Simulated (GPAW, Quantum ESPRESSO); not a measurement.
Consider CdF2 (Fm-3m).

```xyz
3
Lattice="0.0000 2.6940 2.6940 2.6940 0.0000 2.6940 2.6940 2.6940 0.0000" Properties=species:S:1:pos:R:3 pbc="T T T"
Cd    0.0000    0.0000    0.0000
F     4.0410    4.0410    4.0410
F     1.3470    1.3470    1.3470
```

Absorber: atom 2, with 4 Cd at 2.33 Å (tetrahedral, site symmetry -43m). Method: Quantum ESPRESSO XSpectra, PBE, full core hole (charged cell), 18-atom cell with 6.6 Å between holes, 4×4×4 k points, dipole transitions, Lorentzian half width 0.3 eV up to 4 eV, rising linearly to 2.5 eV at 25 eV (counted from xe0, 1.4 eV below the zero used here).

Q: Predict the near-edge structure at the F K edge.

Main maxima up to 24 eV above the zero (height): 3.9 eV (1.93), 7.0 eV (1.33), 9.8 eV (1.54) and 18.6 eV (1.26). A K edge sees empty p states on the absorber. The total-energy difference plus the lowest empty eigenvalue puts the zero at 692.18 eV. One term is added: -9.97 eV, since the hole is spin-paired here and a spin-polarised one costs that much less in the free atom (computed apart). The photon energy is then 682.21 eV. The functional and the charged cell's background leave an error of a few eV in such absolute values.

The F K spectrum (energy from the lowest empty level; intensity scaled to a mean of 1 over the first 20 eV; the points at xe0, where the cut of filled states can leave a spike, are interpolated):

```tsv
E (eV)	intensity
-2.0	0.03
-1.0	0.04
0.0	0.06
1.0	0.14
2.0	0.39
3.0	1.12
4.0	1.90
5.0	0.92
6.0	0.82
7.0	1.33
8.0	1.15
9.0	1.36
10.0	1.53
11.0	1.21
12.0	0.86
13.0	0.71
14.0	0.71
15.0	0.83
16.0	0.96
17.0	1.09
18.0	1.23
19.0	1.24
20.0	1.12
21.0	0.96
22.0	0.82
23.0	0.73
24.0	0.68
25.0	0.67
26.0	0.70
27.0	0.75
28.0	0.81
29.0	0.86
30.0	0.90
31.0	0.96
32.0	1.05
```

Lifetime broadening is put in by hand, and intensities beyond about 20 eV depend on it and on the partial waves; weight that the partial waves miss at high energy is lost. The structure is a published determination, not relaxed.

[Banner, clock and machine lines of the logs are left out without a mark of their own.]

[Logs are printed without paths, hosts, clocks, repeated set-up lines and the standing remarks that a program may print on its own settings, such as how far it seeks lower states.]

[Hosts, paths, dates, database ids (printed as entryN), source tags and the programs' standing remarks are cut or masked in the printed files.]

[Lists of maxima count a maximum above −3 eV only where it reaches 4 % of the highest in the window and stands out from its surroundings by 2 % of it (1.5 % where it reaches 55 %); shoulders and weaker maxima are passed over, and of the rest the first, up to two pre-edge ones and the few strongest are named.]
